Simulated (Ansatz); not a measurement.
## Heat carried by phonons in CdF2 (Fm-3m)

Aim: the lattice thermal conductivity of CdF2 against temperature, and which phonons carry it.

Experimental results on record:
- thermal conductivity 4.3 W/m/K near room temperature (given in “Predicting the lattice thermal conductivity of solids by solving the Boltzmann transport equation: AFLOW - AAPL an automated, accurate and efficient framework”, 2017, arXiv:1611.05481)

Calculated with Ansatz 0.2.0; DFT LDA, scalar-relativistic, plane waves, PAW.

## Step 1: The structure

Symmetry: Fm-3m, No. 225, cubic system. The conventional cell has a = 5.388 Å, b = 5.388 Å, c = 5.388 Å, α = 90.00°, β = 90.00°, γ = 90.00°. Nearest to Cd lie 8 F at 2.33 Å. Nearest to F lie 4 Cd at 2.33 Å. Farther neighbours and most contacts between anions are not listed.

## Step 2: A first coarse run

Before spending time, one coarse run tells the gap and the pressure of the starting cell.

Contents of input.yaml:

```yaml
crystal:
  lattice:
    - [0.0, 2.694, 2.694]
    - [2.694, 0.0, 2.694]
    - [2.694, 2.694, 0.0]
  atoms:
    - { symbol: Cd, position: [0.0, 0.0, 0.0] }
    - { symbol: F, position: [0.25, 0.25, 0.25] }
    - { symbol: F, position: [0.75, 0.75, 0.75] }
kpoints:
  mp_grid: { grid: [6, 6, 6] }
hamiltonian:
  xc: lda
scf:
  occupations: { method: gaussian, width: 0.1 }
output:
  forces: true
  stress: true
  eigenvalues: true
```

Run with:

```console
$ ansatz run input.yaml --threads 18 --pin off --max-ram 92160MiB --backend cuda --events-out ev --progress --plain --runs-dir out
```

Numbers of over 12 decimals in the logs are rounded to 6 here.

What it wrote:

```text
Engine: ansatz 0.2.0, aarch64-unknown-linux-gnu
Pseudopotentials: kind: paw
Pseudopotential: Cd, paw, valence charge 20, recommended cutoff 420 eV (normal), Cd.paw.azcp
Pseudopotential: F, paw, valence charge 7, recommended cutoff 420 eV (normal), F.paw.azcp
Functional definition: SPW92
  exchange = slater_x
  correlation = pw_c
device memory: the entry about to start is reckoned to put 0.7 GiB on a device that reports 182.5 GiB free
GPU FFT provider: cuFFT
GPU libraries: cuBLAS 13.8.1, cuFFT 12.4.0, cuSOLVER 12.3.2
GPU matrix products: emulated (plane waves: as basis.precision tells), large ones in fixed point in workspaces of 1.00 GiB
Crystal: 3 atoms, lattice volume = 39.104 Å³
Basis set: ecut = 420 eV, 749 PW (Γ)
Bands: 21, of which v1, the nominal top of the filled ones, is band 17 counted from 1 (16 counted from 0)
Symmetry: 48 space group operations
Space group: Fm-3m (ITA 225), of the structure as read, at distance tolerance 3.4e-5 Å
k-points: 16 of 216
Non-local potential: Cd, projectors of the file, l = 0: 3, l = 1: 2, l = 2: 2, l = 3: 1
Non-local potential: F, projectors of the file, l = 0: 2, l = 1: 2, l = 2: 1
PAW form: soft (Blöchl's): semilocal exchange-correlation on the pseudo side does not see the compensation charge
PAW frozen core: Cd, regenerated for the run's functional, and the local potential with it (the file was generated under x = pbe(κ = 0.804, μ = 0.219515), c = pbe(β = 0.066725))
PAW frozen core: F, regenerated for the run's functional, and the local potential with it (the file was generated under x = pbe(κ = 0.804, μ = 0.219515), c = pbe(β = 0.066725))
PAW one-centre angular grid: Cd, 590 points (default); XC on 64 Gauss nodes
PAW one-centre angular grid: F, 110 points (default); XC on 64 Gauss nodes
Initial density: superposition of atomic densities (neutral atoms: chi_scale 0, normalization atom), corrected by the library's trained network
Initial wavefunctions: pseudopotential atomic-orbital guess
GPU buffer pool allocated for 19683 grid points (all kernels)
GPU transforms: local potential and band sums: pruned to the plane-wave sphere, on 25×25×25
Functional: x = slater, c = lda
SCF iter   1: F=—  HF=-9706.361888 eV  |F-HF|=—  |Δ(HF+E_count)|=         —  Δρ=2.36e-2  dr2=1.56e-1  ethr=1.77e-3  ⟨swp⟩=4.9  Hψ=1331  notcnv=0
preconditioner: auto → none  [insulator: Δε(μ)=2.544 eV  Ē_g=16.023 eV  σ=0.100 eV  W_gap=1.00  n_scr=14 (ndim 8)  ℏωp=30.3 eV  f_vac=0.125  D(μ)=0.00/eV (n_scr^D=0)  ε∞_Penn≈4.6]
SCF iter   2: F=—  HF=-9706.325384 eV  |F-HF|=—  |Δ(HF+E_count)|=   3.65e-2  Δρ=1.28e-2  dr2=3.24e-2  ethr=4.58e-4  ⟨swp⟩=2.0  Hψ=736  notcnv=0
SCF iter   3: F=—  HF=-9706.315492 eV  |F-HF|=—  |Δ(HF+E_count)|=   9.89e-3  Δρ=2.03e-3  dr2=7.79e-4  ethr=9.53e-5  ⟨swp⟩=2.0  Hψ=597  notcnv=0
SCF iter   4: F=—  HF=-9706.315115 eV  |F-HF|=—  |Δ(HF+E_count)|=   3.76e-4  Δρ=8.59e-4  dr2=9.23e-5  ethr=2.29e-6  ⟨swp⟩=1.0  Hψ=464  notcnv=0
SCF iter   5: F=—  HF=-9706.315461 eV  |F-HF|=—  |Δ(HF+E_count)|=   3.46e-4  Δρ=2.71e-5  dr2=1.29e-7  ethr=2.71e-7  ⟨swp⟩=2.0  Hψ=544  notcnv=0
SCF iter   6: F=-9706.315461 eV  HF=-9706.315461 eV  |F-HF|=3.82e-10  |Δ(HF+E_count)|=   1.15e-9  Δρ=4.13e-6  dr2=2.76e-9  ethr=2.94e-10  ⟨swp⟩=4.7  Hψ=1404  notcnv=0
SCF 1 converged in 6 iterations: F = -9706.315461 eV  dr2 = 2.76e-9
  greatest PAW one-centre occupation: 1.000 electrons in one spin orbital (limit 2), on the Cd atom at site 0 (counted from 0), in its partial waves of l = 0
SCF converged after 6 iterations
Free energy (F): -9706.315461 eV
Harris-Foulkes:  -9706.315461 eV  (|F-HF|=3.82e-10)
Internal energy: -9706.315461 eV  (E = F + TS)
E sigma→0 (E₀):  -9706.315461 eV
Fermi energy:    7.399798 eV
--- Per-component energies (eV) ---
  E_band       = -492.583239
  E_kinetic    = 914.310775
  E_local      = -4235.665886  (includes V_loc(G=0)·N_el)
  E_nonlocal   = 195.893189
  E_hartree    = 1867.096279
  E_xc         = -329.682455
  E_vxc        = -420.947287  (∫ρ·V_xc dr)
  E_paw        = -4325.407850  (= ΣΔE_a)
  E_vpaw       = -680.369123  (= ΣTr[D̂ρ^β])
  E_aug_tail   = 0.004046  (compensation charges beyond the density's cutoff)
  E_ewald      = -3793.856633
  E_core_change = 0.993072  (= ΣΔE_core)
  E_smearing   = -0.000000  (= −TS)
  E_closure    = -0.000000  (closes the sum)
  Σ components = -9706.315461   (vs F -9706.315461, Δ=0.00e0)
--- Forces (eV/Å), atoms counted from 1 ---
  atom   1  Cd    -0.00000000    -0.00000000     0.00000000
  atom   2  F     -0.00000000    -0.00000000     0.00000000
  atom   3  F      0.00000000     0.00000000    -0.00000000
  max |Σ_I F_I| component: 6.94e-18 eV/Å
--- Stress (GPa, compression-positive) ---
       -5.703800      -0.000000       0.000000
       -0.000000      -5.703800       0.000000
        0.000000      -0.000000      -5.703800
  P = ⅓ Tr σ = -5.7038 GPa (-57.038 kbar)
--- Band table (eV; the first three rows and the last of 16) ---
  k-point 0: bands = [... 13 lower, 4.9861, 5.5244, 5.5244, 5.5244, 8.8109, 18.3132, 18.3132, 18.3132]
  k-point 1: bands = [... 13 lower, 4.8061, 5.2610, 5.5369, 5.5369, 9.8027, 17.1987, 18.7180, 18.7180]
  k-point 2: bands = [... 13 lower, 4.3653, 4.3653, 5.5875, 5.5875, 11.6885, 15.7171, 19.6236, 19.6236]
  k-point 15: bands = [... 13 lower, 3.7447, 5.1423, 5.3924, 5.9800, 13.7955, 16.3736, 17.1542, 18.5078]
```

Run time: 1.2 s. Hardware: 1 × NVIDIA GB200 with 18 threads of Arm Neoverse V2, shared host; peak memory 1.1 GiB; 1.7 s of CPU time.

This step gave:

- pressure: -5.704 GPa
- gap on the k-mesh: 2.831 eV
- volume per atom: 13.03 Å³

The start is under -5.7 GPa at this level and looks like an insulator or semiconductor on this mesh.

## Step 3: Finding the static equilibrium

The vibrations must be taken about the equilibrium of this functional, not about the starting cell, so the structure is relaxed.

input.yaml, the sections that differ from step 2:

```yaml
kpoints:
  mp_grid: { grid: [8, 8, 8] }
scf:
  occupations: { method: gaussian, width: 0.02 }
relax:
  adjacent_minimum: "off"
  f_tol: 0.005
  max_steps: 80
  cell: { stress_tol: 0.05 }
# crystal, hamiltonian, output: as in step 2
```

What it wrote:

```text
[...]
Crystal: 3 atoms, lattice volume = 39.104 Å³
Basis set: ecut = 420 eV, 749 PW (Γ)
Bands: 21, of which v1, the nominal top of the filled ones, is band 17 counted from 1 (16 counted from 0)
Symmetry: 48 space group operations
[...]
k-points: 29 of 512
[...]
SCF iter   1: F=—  HF=-9706.361688 eV  |F-HF|=—  |Δ(HF+E_count)|=         —  Δρ=2.37e-2  dr2=1.56e-1  ethr=1.77e-3  ⟨swp⟩=5.1  Hψ=2564  notcnv=0
[...]
SCF iter   2: F=—  HF=-9706.325186 eV  |F-HF|=—  |Δ(HF+E_count)|=   3.65e-2  Δρ=1.28e-2  dr2=3.25e-2  ethr=4.58e-4  ⟨swp⟩=2.0  Hψ=1334  notcnv=0
[...]
SCF iter   6: F=-9706.315243 eV  HF=-9706.315243 eV  |F-HF|=3.66e-10  |Δ(HF+E_count)|=  7.75e-10  Δρ=4.11e-6  dr2=2.76e-9  ethr=2.94e-10  ⟨swp⟩=4.7  Hψ=2507  notcnv=0
SCF 1 converged in 6 iterations: F = -9706.315243 eV  dr2 = 2.76e-9
[...]
relax step   1: F+E_penalty+E_count = -9706.31524265 eV  Δ(F+E_penalty+E_count) = +0.000e0 eV  max|allowed force component| = 5.011e-18 eV/Å  Δτ_max = 0.0000 Å  P = -5.701 GPa  Ω = 39.104 Å³  (6 SCF iters, dr2 threshold 1.00e-7 eV, accepted)
[...]
Crystal: 3 atoms, lattice volume = 37.230 Å³
Basis set: ecut = 420 eV, 725 PW (Γ)
[...]
iter 1 solved again at ethr=5.84e-5 eV; its pass at ethr=3.10e-3 eV (dr2=1.99e-2 eV) is discarded
[...]
SCF iter   2: F=—  HF=-9706.360864 eV  |F-HF|=—  |Δ(HF+E_count)|=   6.70e-3  Δρ=4.93e-3  dr2=3.95e-3  ethr=5.75e-5  ⟨swp⟩=2.7  Hψ=1081  notcnv=0
[...]
SCF iter   6: F=-9706.359724 eV  HF=-9706.359724 eV  |F-HF|=1.17e-9  |Δ(HF+E_count)|=   1.91e-7  Δρ=3.04e-6  dr2=2.32e-9  ethr=8.82e-10  ⟨swp⟩=5.0  Hψ=2474  notcnv=0
SCF 2 converged in 6 iterations: F = -9706.359724 eV  dr2 = 2.32e-9
relax step   2: F+E_penalty+E_count = -9706.35972437 eV  Δ(F+E_penalty+E_count) = -4.448e-2 eV  max|allowed force component| = 3.681e-17 eV/Å  Δτ_max = 0.0000 Å  P = +0.199 GPa  Ω = 37.230 Å³  energy of the carried Pulay correction = +1.083e-2 eV  (6 SCF iters, dr2 threshold 3.00e-7 eV, accepted)
[...]
Crystal: 3 atoms, lattice volume = 37.290 Å³
[...]
SCF iter   4: F=-9706.359403 eV  HF=-9706.359403 eV  |F-HF|=3.98e-8  |Δ(HF+E_count)|=   1.92e-7  Δρ=1.63e-5  dr2=5.67e-8  ethr=2.90e-10  ⟨swp⟩=5.0  Hψ=2720  notcnv=0
SCF 3 converged in 4 iterations: F = -9706.359403 eV  dr2 = 5.67e-8
relax step   3: F+E_penalty+E_count = -9706.35940264 eV  Δ(F+E_penalty+E_count) = +3.217e-4 eV  max|allowed force component| = 4.067e-17 eV/Å  Δτ_max = 0.0000 Å  P = -0.014 GPa  Ω = 37.290 Å³  energy of the carried Pulay correction = +1.048e-2 eV  (4 SCF iters, dr2 threshold 9.87e-8 eV, accepted)
[...]
relax step   4: F+E_penalty+E_count = -9706.35128970 eV  Δ(F+E_penalty+E_count) = +8.113e-3 eV  max|allowed force component| = 4.086e-17 eV/Å  Δτ_max = 0.0000 Å  P = -0.425 GPa  Ω = 37.290 Å³  stress off target by 4.25e-1 GPa  SCF on the basis re-selected at this cell (its energy is not comparable with the rows above)  (6 SCF iters)
[...]
relax step   5: F+E_penalty+E_count = -9706.35215088 eV  Δ(F+E_penalty+E_count) = -8.612e-4 eV  max|allowed force component| = 3.836e-17 eV/Å  Δτ_max = 0.0000 Å  P = -0.001 GPa  Ω = 37.170 Å³  energy of the carried Pulay correction = +7.017e-4 eV  (4 SCF iters, dr2 threshold 3.00e-7 eV, accepted)
[...]
SCF iter   1: F=—  HF=-9706.351531 eV  |F-HF|=—  |Δ(HF+E_count)|=         —  Δρ=2.87e-5  dr2=1.60e-7  ethr=1.92e-8  ⟨swp⟩=3.0  Hψ=4234  notcnv=0
[...]
SCF iter   2: F=—  HF=-9706.351531 eV  |F-HF|=—  |Δ(HF+E_count)|=   4.53e-8  Δρ=1.56e-5  dr2=2.51e-8  ethr=4.71e-10  ⟨swp⟩=2.7  Hψ=1028  notcnv=0
[...]
SCF iter   5: F=-9706.351531 eV  HF=-9706.351531 eV  |F-HF|=1.82e-12  |Δ(HF+E_count)|=  4.37e-11  Δρ=2.47e-7  dr2=1.03e-11  ethr=1.00e-12  ⟨swp⟩=5.3  Hψ=2535  notcnv=0
SCF 6 converged in 5 iterations: F = -9706.351531 eV  dr2 = 1.03e-11
relax step   6: F+E_penalty+E_count = -9706.35153082 eV  Δ(F+E_penalty+E_count) = +6.201e-4 eV  max|allowed force component| = 4.318e-17 eV/Å  Δτ_max = 0.0000 Å  P = -0.018 GPa  Ω = 37.170 Å³  stress off target by 1.82e-2 GPa  SCF on the basis re-selected at this cell (its energy is not comparable with the rows above)  (5 SCF iters)
[...]
SCF converged after 5 iterations
Free energy (F): -9706.351531 eV
[...]
Internal energy: -9706.351531 eV  (E = F + TS)
E sigma→0 (E₀):  -9706.351531 eV
Fermi energy:    8.303681 eV
[...]
--- Stress (GPa, compression-positive) ---
       -0.018240      -0.000000      -0.000000
       -0.000000      -0.018240      -0.000000
       -0.000000      -0.000000      -0.018240
  P = ⅓ Tr σ = -0.0182 GPa (-0.182 kbar)
--- Band table (eV; the first three rows and the last of 29) ---
  k-point 0: bands = [... 13 lower, 5.6528, 6.4015, 6.4015, 6.4015, 9.7996, 19.3444, 19.3444, 19.3444]
  k-point 1: bands = [... 13 lower, 5.5595, 6.2475, 6.3926, 6.3926, 10.4139, 18.6174, 19.6009, 19.6009]
  k-point 2: bands = [... 13 lower, 5.2678, 5.6389, 6.4064, 6.4064, 11.7805, 17.4401, 20.2691, 20.2691]
  k-point 28: bands = [... 13 lower, 5.1432, 5.1432, 6.0625, 6.8076, 15.0436, 18.0033, 18.5596, 18.5596]
--- Relaxed structure (4 steps of the walk, 4 accepted, 2 SCFs on fresh bases) ---
  F+E_penalty+E_count = -9706.35153082 eV   max|allowed force component| = 4.318e-17 eV/Å   (the final SCF, on the basis selected at the relaxed cell)
  cell:  # Å, volume = 37.1697 Å³
    - [0, 2.648824, 2.648824]
    - [2.648824, 0, 2.648824]
    - [2.648824, 2.648824, 0]
  atoms:
    - { symbol: Cd, position: [0, 0, 0] }
    - { symbol: F, position: [0.25, 0.25, 0.25] }
    - { symbol: F, position: [0.75, 0.75, 0.75] }
```

Wall time 3.4 s (1 × NVIDIA GB200 with 18 threads); peak memory 1.1 GiB.

The steps of the relaxation:

| step | energy less that of the first step (eV) | largest force component (eV/Å) | pressure (GPa) | volume (Å³) |
| --- | --- | --- | --- | --- |
| 1 | 0.0000 | 0.0000 | -5.70 | 39.10 |
| 2 | -0.0445 | 0.0000 | 0.20 | 37.23 |
| 3 | -0.0442 | 0.0000 | -0.01 | 37.29 |
| 4* | -0.0360 | 0.0000 | -0.42 | 37.29 |
| 5 | -0.0369 | 0.0000 | 0.00 | 37.17 |
| 6* | -0.0363 | 0.0000 | -0.02 | 37.17 |

Relaxation steps marked * repeat the geometry before them on a plane-wave basis chosen anew for their cell, so energy and pressure can jump there.

Forces are held to the 48 operations that the run works with; a distortion that breaks them can't arise in this run.

| conventional cell, symmetrised | before | after | change |
| --- | --- | --- | --- |
| a (Å) | 5.388 | 5.298 | -1.7 % |
| b (Å) | 5.388 | 5.298 | -1.7 % |
| c (Å) | 5.388 | 5.298 | -1.7 % |
| volume (Å³/atom) | 13.03 | 12.39 | -4.9 % |

Final coordinates:

```cif
data_structure
_symmetry_space_group_name_H-M 'P 1'
_symmetry_Int_Tables_number 1
_cell_length_a 3.7460
_cell_length_b 3.7460
_cell_length_c 3.7460
_cell_angle_alpha 60.000
_cell_angle_beta 60.000
_cell_angle_gamma 60.000
_cell_volume 37.17
loop_
_atom_site_label
_atom_site_type_symbol
_atom_site_fract_x
_atom_site_fract_y
_atom_site_fract_z
_atom_site_occupancy
Cd1 Cd 0.00000 0.00000 0.00000 1
F2 F 0.25000 0.25000 0.25000 1
F3 F 0.75000 0.75000 0.75000 1
```

This step gave:

* pressure: -0.01824 GPa
* gap on the k-mesh: 2.992 eV
* volume per atom: 12.39 Å³

The relaxation ends with a pressure of -0.02 GPa.

## Step 4: Tight relaxation

The thresholds are tightened for a last relaxation ahead of the phonons, and where mesh or smearing change with them the cell follows.

input.yaml, the sections that differ from step 3:

```yaml
crystal:
  lattice:
    - [0.0, 2.6488238053, 2.6488238053]
    - [2.6488238053, 0.0, 2.6488238053]
    - [2.6488238053, 2.6488238053, 0.0]
  atoms:
    - { symbol: Cd, position: [0.0, 0.0, 0.0] }
    - { symbol: F, position: [0.25, 0.25, 0.25] }
    - { symbol: F, position: [0.75, 0.75, 0.75] }
scf:
  occupations: { method: fixed }
relax:
  adjacent_minimum: "off"
  f_tol: 0.001
  max_steps: 60
  cell: { stress_tol: 0.01 }
# kpoints, hamiltonian, output: as in step 3
```

What it wrote:

```text
[...]
GPU FFT provider: cuFFT
GPU libraries: cuBLAS 13.8.1, cuFFT 12.4.0, cuSOLVER 12.3.2
[...]
Crystal: 3 atoms, lattice volume = 37.170 Å³
Basis set: ecut = 420 eV, 725 PW (Γ)
Bands: 21, of which v1, the nominal top of the filled ones, is band 17 counted from 1 (16 counted from 0)
Symmetry: 48 space group operations
[...]
k-points: 29 of 512
[...]
k-point 28: bands = [... 13 lower, 5.1451, 5.1451, 6.0643, 6.8097, 15.0469, 18.0058, 18.5627, 18.5627]
--- Relaxed structure (2 steps of the walk, 2 accepted, 1 SCFs on fresh bases) ---
[...]
cell:  # Å, volume = 37.1649 Å³
    - [0, 2.648710, 2.648710]
    - [2.648710, 0, 2.648710]
    - [2.648710, 2.648710, 0]
  atoms:
    - { symbol: Cd, position: [0, 0, 0] }
    - { symbol: F, position: [0.25, 0.25, 0.25] }
    - { symbol: F, position: [0.75, 0.75, 0.75] }
[key lines of the parts left out:]
SCF converged after 5 iterations
Free energy (F): -9706.351559 eV
Fermi energy:    6.809703 eV
P = ⅓ Tr σ = -0.0018 GPa (-0.018 kbar)
```

It took 2.1 s on 1 × NVIDIA GB200 with 18 threads; peak memory 1.1 GiB.

Little changed from the start: no atom moved by 0.005 Å and no cell edge by 0.1 %.

Numbers from this step:

* pressure: -0.001796 GPa

The residual pressure is -0.0018 GPa, small enough for phonons.

## Step 5: An input with a fault

This input was changed on purpose, to see how the program answers.

Contents of input.yaml:

```yaml
crystal:
  lattice:
    - [0.0, 2.6487096973, 2.6487096973]
    - [2.6487096973, 0.0, 2.6487096973]
    - [2.6487096973, 2.6487096973, 0.0]
  atoms:
    - { symbol: Cd, position: [0.0, 0.0, 0.0] }
    - { symbol: F, position: [0.25, 0.25, 0.25] }
    - { symbol: F, position: [0.75, 0.75, 0.75] }
kpoints:
  mp_grid: { grid: [6, 6, 6] }
hamiltonian:
  xc: lda
scf:
  occupations: { method: fixed }
  max_iter: 80
output:
  eigenvalues: true
phonons:
  supercell: [2, 2, 2]
  dielectric: false
  third_order: { supercell: [2, 2, 2], pair_cutoff: 2.444 }
  lattice_thermal_conductivity:
    qmesh: [11, 11, 11]
    temperatures: [300]
    isotope_mass_variance:
      - { species: Cd, variance: -0.0001 }
      - { species: F, variance: -0.0001 }
```

What it wrote:

```text
Error: 2 input errors — fix all and re-run
  1. invalid value for `phonons.lattice_thermal_conductivity.isotope_mass_variance[].variance`: must be finite and ≥ 0; got -0.0001
  2. invalid value for `phonons.lattice_thermal_conductivity.isotope_mass_variance[].variance`: must be finite and ≥ 0; got -0.0001
```

Run time: 0.02 s. Hardware: 18 threads; peak memory 0.035 GiB.

The input was rejected at the start.

The program's message: “Error: 2 input errors — fix all and re-run
  1. invalid value for `phonons.lattice_thermal_conductivity.isotope_mass_variance[].variance`: must be finite and ≥ 0; got -0.0001
  2. invalid value for `p …”

The fault put into the input: a negative mass variance.

[end of part 1 of 3]

[Logs are printed without paths, hosts, clocks, repeated set-up lines and the standing remarks that a program may print on its own settings, such as how far it seeks lower states.]

[Hosts, paths, dates, database ids (printed as entryN), source tags and the programs' standing remarks are cut or masked in the printed files.]

[A step with changed settings may run another functional than the one named; its input shows which.]
